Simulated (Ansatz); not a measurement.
**InSb2N: relaxing a made-up structure**

This structure for InSb2N is made up. Its elements were placed in a known structure type with a cell scaled to their sizes. What cell does the guess relax to, and how far off was it?

Calculated with Ansatz 0.2.0; DFT, r2SCAN, plane-wave PAW, files of the set soft_1, scalar-relativistic, no spin, cell and ions relaxed at zero pressure; PAW set soft_1, in the first sound run; inputs show where later runs differ.

## (1) Starting point

Symmetry: P6_3/mmc, No. 194, hexagonal system. Conventional cell: a = 3.459 Å, b = 3.459 Å, c = 15.627 Å, α = 90.00°, β = 90.00°, γ = 120.00°. Sb has 3 N at 2.38 Å nearest. In has 6 Sb at 3.29 Å and 6 In at 3.46 Å nearest. Nearest to N lie 6 Sb at 2.38 Å. Farther neighbours and most contacts between anions are not listed.

## (2) Relaxing cell and atoms

The guess takes its coordinates from another compound and its volume from a rule, so the cell and any free coordinates are relaxed together.

The input, input.yaml:

```yaml
crystal:
  lattice:
    - [3.459, 0.0, 0.0]
    - [-1.7295, 2.995581872, 0.0]
    - [0.0, 0.0, 15.627]
  atoms:
    - { symbol: Sb, position: [0.666666667, 0.333333333, 0.5826] }
    - { symbol: Sb, position: [0.333333333, 0.666666667, 0.4174] }
    - { symbol: Sb, position: [0.333333333, 0.666666667, 0.0826] }
    - { symbol: Sb, position: [0.666666667, 0.333333333, 0.9174] }
    - { symbol: In, position: [0.333333333, 0.666666667, 0.75] }
    - { symbol: In, position: [0.666666667, 0.333333333, 0.25] }
    - { symbol: "N", position: [0.0, 0.0, 0.5] }
    - { symbol: "N", position: [0.0, 0.0, 0.0] }
kpoints:
  mp_grid: { grid: [9, 9, 2] }
scf:
  occupations: { method: fermi_dirac, width: 0.05 }
hamiltonian:
  xc: r2scan
  pseudopotentials: { kind: paw, azcp: { folder: soft_1 } }
relax:
  f_tol: 0.015
  max_steps: 70
  cell: {}
output:
  forces: true
  stress: true
```

Command:

```console
> ansatz run input.yaml --threads 4 --pin off --max-ram 10240MiB --backend cpu --events-out ev --progress --plain --runs-dir out
```

Numbers of over 12 decimals in the logs are rounded to 6 here.

Output:

```text
Engine: ansatz 0.2.0, x86_64-unknown-linux-gnu
Pseudopotentials: kind: paw
Pseudopotential: Sb, paw, valence charge 15, recommended cutoff 500 eV (meta_gga), soft_1/Sb.paw.azcp
Pseudopotential: In, paw, valence charge 13, recommended cutoff 500 eV (meta_gga), soft_1/In.paw.azcp
Pseudopotential: N, paw, valence charge 5, recommended cutoff 500 eV (meta_gga), soft_1/N.paw.azcp
Functional definition: r2SCAN
  parameter k0 = 0.174
  parameter k1 = 0.065
  parameter a1 = 4.9479
  exchange = r2scan_x(k0 = k0, k1 = k1, a1 = a1)
  correlation = r2scan_c
Crystal: 8 atoms, lattice volume = 161.923 Å³
Basis set: ecut = 500 eV, 4149 PW (Γ), exchange–correlation on 108×108×480 points (64 copies of the dense FFT grid, shifted against one another)
Bands: 58, of which v1, the nominal top of the filled ones, is band 48 counted from 1 (47 counted from 0)
Symmetry: 24 space group operations
Space group: P63/mmc (ITA 194), of the structure as read, at distance tolerance 5.5e-5 Å
k-points: 24 of 162
Non-local potential: Sb, projectors of the file, l = 0: 2, l = 1: 2, l = 2: 2, l = 3: 1
Non-local potential: In, projectors of the file, l = 0: 2, l = 1: 2, l = 2: 2, l = 3: 1
Non-local potential: N, projectors of the file, l = 0: 2, l = 1: 2, l = 2: 1
PAW form: soft (Blöchl's): semilocal exchange-correlation on the pseudo side does not see the compensation charge
PAW frozen core: Sb, regenerated for the run's functional (the file was generated under x = pbe(κ = 0.804, μ = 0.219515), c = pbe(β = 0.066725))
PAW frozen core: In, regenerated for the run's functional (the file was generated under x = pbe(κ = 0.804, μ = 0.219515), c = pbe(β = 0.066725))
PAW frozen core: N, regenerated for the run's functional (the file was generated under x = pbe(κ = 0.804, μ = 0.219515), c = pbe(β = 0.066725))
PAW one-centre angular grid: Sb, 590 points (default); XC on 160 Gauss nodes
PAW one-centre angular grid: In, 590 points (default); XC on 160 Gauss nodes
PAW one-centre angular grid: N, 302 points (default); XC on 160 Gauss nodes
Initial density: superposition of atomic densities (chi_scale 0.1, normalization cell, long waves 19 % of neutral atoms (reshape's long-wave potential 1.19 eV rms, cloud 2.13 Å wide))
Initial wavefunctions: pseudopotential atomic-orbital guess
Functional: x = r2scan, c = r2scan; τ floored in thin density (d = 2e-4 eV/Å³)
SCF iter   1: F=—  HF=-37989.893002 eV  |F-HF|=—  |Δ(HF+E_count)|=         —  Δρ=5.57e-2  dr2=4.45e1  dr2_τ=6.38e-2  ethr=3.10e-3  ⟨swp⟩=6.6  Hψ=5682  notcnv=0  defer=1
preconditioner: auto → Kerker (q_TF=auto, 2.501 Å⁻¹)  [metal: Δε(μ)=0.091 eV  Ē_g=13.221 eV  σ=0.050 eV  W_gap=0.38  n_scr=54 (ndim 8)  ℏωp=21.8 eV  f_vac=0.000  D(μ)=2.89/eV (n_scr^D=8)]
SCF iter   2: F=—  HF=-37985.900818 eV  |F-HF|=—  |Δ(HF+E_count)|=    3.99e0  Δρ=3.20e-2  dr2=1.72e1  dr2_τ=6.78e-2  ethr=3.10e-3  ⟨swp⟩=3.2  Hψ=2122  notcnv=0  defer=63
SCF iter   3: F=—  HF=-37984.218707 eV  |F-HF|=—  |Δ(HF+E_count)|=    1.68e0  Δρ=2.56e-2  dr2=4.06e0  dr2_τ=2.56e-1  ethr=3.10e-3  ⟨swp⟩=4.2  Hψ=2997  notcnv=0  defer=67
SCF iter   4: F=—  HF=-37983.823399 eV  |F-HF|=—  |Δ(HF+E_count)|=   3.95e-1  Δρ=7.52e-3  dr2=2.31e-1  dr2_τ=8.74e-4  ethr=3.10e-3  ⟨swp⟩=3.0  Hψ=1784  notcnv=0  defer=68
SCF iter   5: F=—  HF=-37983.828240 eV  |F-HF|=—  |Δ(HF+E_count)|=   4.84e-3  Δρ=2.36e-3  dr2=1.48e-2  dr2_τ=4.17e-4  ethr=2.41e-4  ⟨swp⟩=3.3  Hψ=2040  notcnv=0  defer=58
SCF iter   6: F=—  HF=-37983.834105 eV  |F-HF|=—  |Δ(HF+E_count)|=   5.86e-3  Δρ=1.11e-3  dr2=2.14e-3  dr2_τ=2.73e-5  ethr=1.55e-5  ⟨swp⟩=2.0  Hψ=2527  notcnv=0  defer=58
SCF iter   7: F=—  HF=-37983.835596 eV  |F-HF|=—  |Δ(HF+E_count)|=   1.49e-3  Δρ=3.82e-4  dr2=3.96e-4  dr2_τ=9.86e-6  ethr=2.23e-6  ⟨swp⟩=2.0  Hψ=1789  notcnv=0  defer=58
SCF iter   8: F=—  HF=-37983.835740 eV  |F-HF|=—  |Δ(HF+E_count)|=   1.44e-4  Δρ=1.13e-4  dr2=2.32e-5  dr2_τ=4.48e-7  ethr=4.13e-7  ⟨swp⟩=3.0  Hψ=2641  notcnv=0  defer=58
SCF iter   9: F=—  HF=-37983.835769 eV  |F-HF|=—  |Δ(HF+E_count)|=   2.94e-5  Δρ=3.79e-5  dr2=2.48e-6  dr2_τ=7.42e-8  ethr=2.41e-8  ⟨swp⟩=2.8  Hψ=2606  notcnv=0  defer=58
SCF iter  10: F=—  HF=-37983.835771 eV  |F-HF|=—  |Δ(HF+E_count)|=   1.36e-6  Δρ=1.34e-5  dr2=3.61e-7  dr2_τ=7.97e-9  ethr=2.58e-9  ⟨swp⟩=2.0  Hψ=1975  notcnv=0  defer=58
SCF iter  11: F=-37983.835771 eV  HF=-37983.835771 eV  |F-HF|=1.07e-8  |Δ(HF+E_count)|=   1.43e-7  Δρ=4.35e-6  dr2=3.43e-8  dr2_τ=1.72e-9  ethr=1.04e-10  ⟨swp⟩=5.0  Hψ=5007  notcnv=0
SCF 1 converged in 11 iterations: F = -37983.835771 eV  dr2 = 3.43e-8
  greatest PAW one-centre occupation: 0.996 electrons in one spin orbital (limit 2), on the Sb atom at site 3 (counted from 0), in its partial waves of l = 2
relax step   1: F+E_penalty+E_count = -37983.83577080 eV  Δ(F+E_penalty+E_count) = +0.000e0 eV  max|allowed force component| = 1.981e0 eV/Å  Δτ_max = 0.0000 Å  P = +7.742 GPa  Ω = 161.923 Å³  (11 SCF iters, dr2 threshold 1.00e-7 eV, accepted)
Crystal: 8 atoms, lattice volume = 171.503 Å³
Basis set: ecut = 500 eV, 4391 PW (Γ), exchange–correlation on 108×108×480 points (64 copies of the dense FFT grid, shifted against one another)
Initial density: handed on by an earlier stage of this run
Initial wavefunctions: those handed on with the density
iter 1 solved again at ethr=5.78e-4 eV; its pass at ethr=3.10e-3 eV (dr2=5.55e-1 eV) is discarded
SCF iter   1: F=—  HF=-37983.226687 eV  |F-HF|=—  |Δ(HF+E_count)|=         —  Δρ=1.05e-2  dr2=5.65e-1  dr2_τ=1.00e0  ethr=5.78e-4  ⟨swp⟩=1.6  Hψ=7822  notcnv=0
preconditioner: auto → Kerker (q_TF=auto, 2.477 Å⁻¹)  [metal: Δε(μ)=0.077 eV  Ē_g=11.711 eV  σ=0.050 eV  W_gap=0.36  n_scr=54 (ndim 8)  ℏωp=21.2 eV  f_vac=0.000  D(μ)=2.59/eV (n_scr^D=8)]
SCF iter   2: F=—  HF=-37984.609496 eV  |F-HF|=—  |Δ(HF+E_count)|=    1.38e0  Δρ=1.12e-2  dr2=4.54e-1  dr2_τ=1.89e-2  ethr=5.78e-4  ⟨swp⟩=3.1  Hψ=2487  notcnv=0
preconditioner: auto → Resta (q_TF=auto, 2.477 Å⁻¹)  ε∞=4.3  [insulator: Δε(μ)=0.158 eV  Ē_g=11.734 eV  σ=0.050 eV  W_gap=0.58  n_scr=54 (ndim 8)  ℏωp=21.2 eV  f_vac=0.000  D(μ)=2.31/eV (n_scr^D=8)  ε∞_Penn≈4.3]
SCF iter   3: F=—  HF=-37984.538345 eV  |F-HF|=—  |Δ(HF+E_count)|=   7.12e-2  Δρ=4.79e-3  dr2=8.28e-2  dr2_τ=2.33e-3  ethr=4.73e-4  ⟨swp⟩=2.5  Hψ=1950  notcnv=0  defer=39
SCF iter   4: F=—  HF=-37984.540952 eV  |F-HF|=—  |Δ(HF+E_count)|=   2.61e-3  Δρ=2.00e-3  dr2=6.31e-3  dr2_τ=2.23e-4  ethr=8.63e-5  ⟨swp⟩=3.5  Hψ=2756  notcnv=0  defer=40
SCF iter   5: F=—  HF=-37984.541653 eV  |F-HF|=—  |Δ(HF+E_count)|=   7.01e-4  Δρ=8.90e-4  dr2=2.25e-3  dr2_τ=1.48e-4  ethr=6.57e-6  ⟨swp⟩=2.6  Hψ=2292  notcnv=0  defer=40
[...]
SCF iter   9: F=-37984.735857 eV  HF=-37984.735857 eV  |F-HF|=5.70e-8  |Δ(HF+E_count)|=   1.79e-7  Δρ=8.10e-6  dr2=2.43e-7  dr2_τ=3.52e-9  ethr=8.33e-10  ⟨swp⟩=4.3  Hψ=4482  notcnv=0
SCF 3 converged in 9 iterations: F = -37984.735857 eV  dr2 = 2.43e-7
  greatest PAW one-centre occupation: 0.995 electrons in one spin orbital (limit 2), on the Sb atom at site 1 (counted from 0), in its partial waves of l = 2
relax step   3: F+E_penalty+E_count = -37984.73585652 eV  Δ(F+E_penalty+E_count) = -1.942e-1 eV  max|allowed force component| = 2.040e-1 eV/Å  Δτ_max = 0.0492 Å  P = -0.423 GPa  Ω = 167.129 Å³  energy of the carried Pulay correction = -8.284e-4 eV  (9 SCF iters, dr2 threshold 8.00e-7 eV, accepted)
[...]
relax step   4: F+E_penalty+E_count = -37984.87434592 eV  Δ(F+E_penalty+E_count) = -1.385e-1 eV  max|allowed force component| = 2.564e-1 eV/Å  Δτ_max = 0.0553 Å  P = +1.911 GPa  Ω = 163.672 Å³  energy of the carried Pulay correction = -2.813e-4 eV  (10 SCF iters, dr2 threshold 8.00e-7 eV, accepted)
[...]
relax step   5: F+E_penalty+E_count = -37984.90780654 eV  Δ(F+E_penalty+E_count) = -3.346e-2 eV  max|allowed force component| = 3.045e-1 eV/Å  Δτ_max = 0.0443 Å  P = +0.061 GPa  Ω = 169.711 Å³  energy of the carried Pulay correction = -1.230e-3 eV  (9 SCF iters, dr2 threshold 8.00e-7 eV, accepted)
[...]
relax step   6: F+E_penalty+E_count = -37984.89385641 eV  Δ(F+E_penalty+E_count) = +1.395e-2 eV  max|allowed force component| = 2.636e-1 eV/Å  Δτ_max = 0.0269 Å  P = +0.561 GPa  Ω = 165.989 Å³  energy of the carried Pulay correction = -6.492e-4 eV  (7 SCF iters, dr2 threshold 8.00e-7 eV, rejected (line search))
[...]
relax step   7: F+E_penalty+E_count = -37984.92741594 eV  Δ(F+E_penalty+E_count) = -1.961e-2 eV  max|allowed force component| = 1.405e-2 eV/Å  Δτ_max = 0.0206 Å  P = +0.096 GPa  Ω = 167.903 Å³  energy of the carried Pulay correction = -9.493e-4 eV  (11 SCF iters, accepted)
[...]
relax step   8: F+E_penalty+E_count = -37984.92758224 eV  Δ(F+E_penalty+E_count) = -1.663e-4 eV  max|allowed force component| = 2.101e-3 eV/Å  Δτ_max = 0.0026 Å  P = -0.040 GPa  Ω = 168.045 Å³  energy of the carried Pulay correction = -9.715e-4 eV  (8 SCF iters, dr2 threshold 3.65e-8 eV, accepted)
Basis set: ecut = 500 eV, 4187 PW (Γ), exchange–correlation on 96×96×540 points (64 copies of the dense FFT grid, shifted against one another)
Initial wavefunctions: pseudopotential atomic-orbital guess (no wavefunctions were taken with the density)
iter 1 solved again at ethr=2.00e-7 eV; its pass at ethr=3.10e-3 eV (dr2=1.92e-4 eV) is discarded
SCF iter   1: F=—  HF=-37984.927484 eV  |F-HF|=—  |Δ(HF+E_count)|=         —  Δρ=5.33e-4  dr2=1.78e-5  dr2_τ=2.94e-5  ethr=2.00e-7  ⟨swp⟩=3.2  Hψ=9617  notcnv=0
preconditioner: auto → Kerker (q_TF=auto, 2.485 Å⁻¹)  [metal: Δε(μ)=0.044 eV  Ē_g=12.077 eV  σ=0.050 eV  W_gap=0.22  n_scr=56 (ndim 8)  ℏωp=21.4 eV  f_vac=0.000  D(μ)=4.30/eV (n_scr^D=12)]
SCF iter   2: F=—  HF=-37984.930605 eV  |F-HF|=—  |Δ(HF+E_count)|=   3.12e-3  Δρ=2.71e-4  dr2=4.61e-6  dr2_τ=4.17e-5  ethr=1.85e-8  ⟨swp⟩=2.5  Hψ=2388  notcnv=0
SCF iter   3: F=—  HF=-37984.932056 eV  |F-HF|=—  |Δ(HF+E_count)|=   1.45e-3  Δρ=3.47e-5  dr2=7.54e-7  dr2_τ=5.97e-7  ethr=4.80e-9  ⟨swp⟩=2.0  Hψ=2099  notcnv=0
SCF iter   4: F=—  HF=-37984.932070 eV  |F-HF|=—  |Δ(HF+E_count)|=   1.43e-5  Δρ=8.53e-6  dr2=6.07e-8  dr2_τ=1.64e-8  ethr=7.86e-10  ⟨swp⟩=2.0  Hψ=2066  notcnv=0
SCF iter   5: F=—  HF=-37984.932071 eV  |F-HF|=—  |Δ(HF+E_count)|=   5.80e-7  Δρ=2.47e-6  dr2=1.13e-8  dr2_τ=3.82e-10  ethr=6.32e-11  ⟨swp⟩=2.0  Hψ=2049  notcnv=0
SCF iter   6: F=—  HF=-37984.932071 eV  |F-HF|=—  |Δ(HF+E_count)|=   2.17e-8  Δρ=8.30e-7  dr2=1.23e-9  dr2_τ=3.76e-11  ethr=1.18e-11  ⟨swp⟩=2.7  Hψ=2645  notcnv=0
SCF iter   7: F=—  HF=-37984.932071 eV  |F-HF|=—  |Δ(HF+E_count)|=   1.47e-9  Δρ=3.09e-7  dr2=2.26e-10  dr2_τ=4.30e-12  ethr=1.28e-12  ⟨swp⟩=2.1  Hψ=2106  notcnv=0
SCF iter   8: F=-37984.932071 eV  HF=-37984.932071 eV  |F-HF|=7.28e-12  |Δ(HF+E_count)|=  2.76e-10  Δρ=1.31e-7  dr2=2.41e-11  dr2_τ=1.17e-12  ethr=1.00e-12  ⟨swp⟩=5.0  Hψ=4805  notcnv=0
SCF 9 converged in 8 iterations: F = -37984.932071 eV  dr2 = 2.41e-11
relax step   9: F+E_penalty+E_count = -37984.93207057 eV  Δ(F+E_penalty+E_count) = -4.488e-3 eV  max|allowed force component| = 2.706e-3 eV/Å  Δτ_max = 0.0000 Å  P = -0.021 GPa  Ω = 168.045 Å³  stress off target by 4.23e-2 GPa  SCF on the basis re-selected at this cell (its energy is not comparable with the rows above)  (8 SCF iters)
basis re-selected at this cell: Δ(F+E_penalty+E_count) = -4.488e-3 eV, ΔP = +0.020 GPa vs the last step (what re-selecting the basis moved, of the pressure what is left beyond the Pulay correction that the steps carried, after the strain that the cell walked since its last selection, with what the two solves' SCF thresholds leave and, on support functions, any second-order correction that the steps lacked; it is no measure of the basis error at this ecutwfc). The dense FFT grid was sized anew with the basis: this SCF ran on 24×24×135 points, the steps before it on 27×27×120, so part of this shift can come from that change (see relax.cell in the input reference). [rest of the remark cut]
SCF converged after 8 iterations
Free energy (F): -37984.932071 eV
Harris-Foulkes:  -37984.932071 eV  (|F-HF|=7.28e-12)
Internal energy: -37984.896642 eV  (E = F + TS)
E sigma→0 (E₀):  -37984.914357 eV
Entropy (-TS):   -0.035428 eV (-4.429 meV/atom)
Fermi energy:    11.873962 eV
--- Per-component energies (eV) ---
  E_band       = -614.046852
  E_kinetic    = 1325.923289
  E_local      = -8284.270897  (includes V_loc(G=0)·N_el)
  E_nonlocal   = 2280.240950
  E_hartree    = 3410.695320
  E_xc         = -746.328272
  E_vxc        = -742.176600  (∫ρ·V_xc dr)
  E_paw        = -26978.600107  (= ΣΔE_a)
  E_vpaw       = -2061.662823  (= ΣTr[D̂ρ^β])
  E_aug_tail   = 0.000000  (compensation charges beyond the density's cutoff)
  E_vtau       = 46.508613  (kinetic-family band-sum trace: ∫τ·v_τ [+ j·A + Jᵃ·Aᵃ] dr)
  E_ewald      = -8996.453122
  E_core_change = 3.896197  (= ΣΔE_core)
  E_smearing   = -0.035428  (= −TS)
  E_closure    = 0.000000  (closes the sum)
  Σ components = -37984.932071   (vs F -37984.932071, Δ=0.00e0)
--- Forces (eV/Å), atoms counted from 1 ---
  atom   1  Sb     0.00000000    -0.00000000    -0.00270596
  atom   2  Sb     0.00000000     0.00000000     0.00270596
  atom   3  Sb    -0.00000000     0.00000000    -0.00270596
  atom   4  Sb    -0.00000000    -0.00000000     0.00270596
  atom   5  In    -0.00000000     0.00000000    -0.00000000
  atom   6  In     0.00000000    -0.00000000     0.00000000
  atom   7  N      0.00000000     0.00000000     0.00000000
  atom   8  N      0.00000000     0.00000000     0.00000000
  max |Σ_I F_I| component: 1.73e-17 eV/Å
--- Stress (GPa, compression-positive) ---
       -0.042314      -0.000000       0.000000
       -0.000000      -0.042314      -0.000000
        0.000000      -0.000000       0.022819
  P = ⅓ Tr σ = -0.0206 GPa (-0.206 kbar)
--- Relaxed structure (8 steps of the walk, 7 accepted, 1 SCFs on fresh bases) ---
  F+E_penalty+E_count = -37984.93207057 eV   max|allowed force component| = 2.706e-3 eV/Å   (the final SCF, on the basis selected at the relaxed cell)
  cell:  # Å, volume = 168.0451 Å³
    - [3.287801, 0.0, 0]
    - [-1.643901, 2.847319, 0]
    - [0, 0, 17.950814]
  atoms:
    - { symbol: Sb, position: [0.666667, 0.333333, 0.587036] }
    - { symbol: Sb, position: [0.333333, 0.666667, 0.412964] }
    - { symbol: Sb, position: [0.333333, 0.666667, 0.087036] }
    - { symbol: Sb, position: [0.666667, 0.333333, 0.912964] }
    - { symbol: In, position: [0.333333, 0.666667, 0.750000] }
    - { symbol: In, position: [0.666667, 0.333333, 0.25] }
    - { symbol: N, position: [0, 0, 0.5] }
    - { symbol: N, position: [0, 0, -2.7752023356639266e-19] }
```

Wall time 59 s (4 threads of Intel Xeon 6975P-C (Granite Rapids), shared host); peak memory 1.1 GiB.

The steps of the relaxation:

| step | energy less that of the first step (eV) | largest force component (eV/Å) | pressure (GPa) | volume (Å³) |
| --- | --- | --- | --- | --- |
| 1 | 0.0000 | 1.9810 | 7.74 | 161.92 |
| 2 | -0.7059 | 0.7495 | -2.82 | 171.50 |
| 3 | -0.9001 | 0.2040 | -0.42 | 167.13 |
| 4 | -1.0386 | 0.2564 | 1.91 | 163.67 |
| 5 | -1.0720 | 0.3045 | 0.06 | 169.71 |
| 6 | -1.0581 | 0.2636 | 0.56 | 165.99 |
| 7 | -1.0916 | 0.0140 | 0.10 | 167.90 |
| 8 | -1.0918 | 0.0021 | -0.04 | 168.05 |
| 9* | -1.0963 | 0.0027 | -0.02 | 168.05 |

Relaxation steps marked * repeat the geometry before them on a plane-wave basis chosen anew for their cell, so energy and pressure can jump there. Relaxation step 6 was tried and not accepted.

Forces are held to the 24 operations that the run works with; a distortion that breaks them can't arise in this run.

| cell as run | before | after | change |
| --- | --- | --- | --- |
| a (Å) | 3.459 | 3.288 | -4.9 % |
| b (Å) | 3.459 | 3.288 | -4.9 % |
| c (Å) | 15.627 | 17.951 | +14.9 % |
| volume (Å³/atom) | 20.24 | 21.01 | +3.8 % |

The atoms that moved most (Å, as changes of fractional coordinates times the final cell):

| atom | dx | dy | dz | length |
| --- | --- | --- | --- | --- |
| Sb4 | 0.000 | 0.000 | -0.080 | 0.080 |
| Sb1 | 0.000 | 0.000 | 0.080 | 0.080 |
| Sb2 | 0.000 | 0.000 | -0.080 | 0.080 |
| Sb3 | 0.000 | 0.000 | 0.080 | 0.080 |

Numbers from this step:

| Quantity | Value |
| --- | --- |
| free energy | -37984.9321 eV |
| energy at zero smearing | -37984.9144 eV |
| smearing term TS | 0.03543 eV |
| Fermi energy | 11.87 eV |
| electrons | 96 |
| symmetry operations | 24 |
| pressure | -0.02060 GPa |

Shortest distances by pair of elements, guess and relaxed (not always the same contact):

| pair | guess (Å) | relaxed (Å) |
| --- | --- | --- |
| N–Sb | 2.378 | 2.458 |
| Sb–Sb | 3.264 | 3.288 |
| In–In | 3.459 | 3.288 |
| N–N | 3.459 | 3.288 |
| In–Sb | 3.291 | 3.487 |

The relaxation ends with a largest force component of 0.0027 eV/Å and a pressure of -0.02 GPa.

(Part 1 of 2 ends here.)

[Logs are printed without paths, hosts, clocks, repeated set-up lines and the standing remarks that a program may print on its own settings, such as how far it seeks lower states.]

[Hosts, paths, dates, database ids (printed as entryN), source tags and the programs' standing remarks are cut or masked in the printed files.]
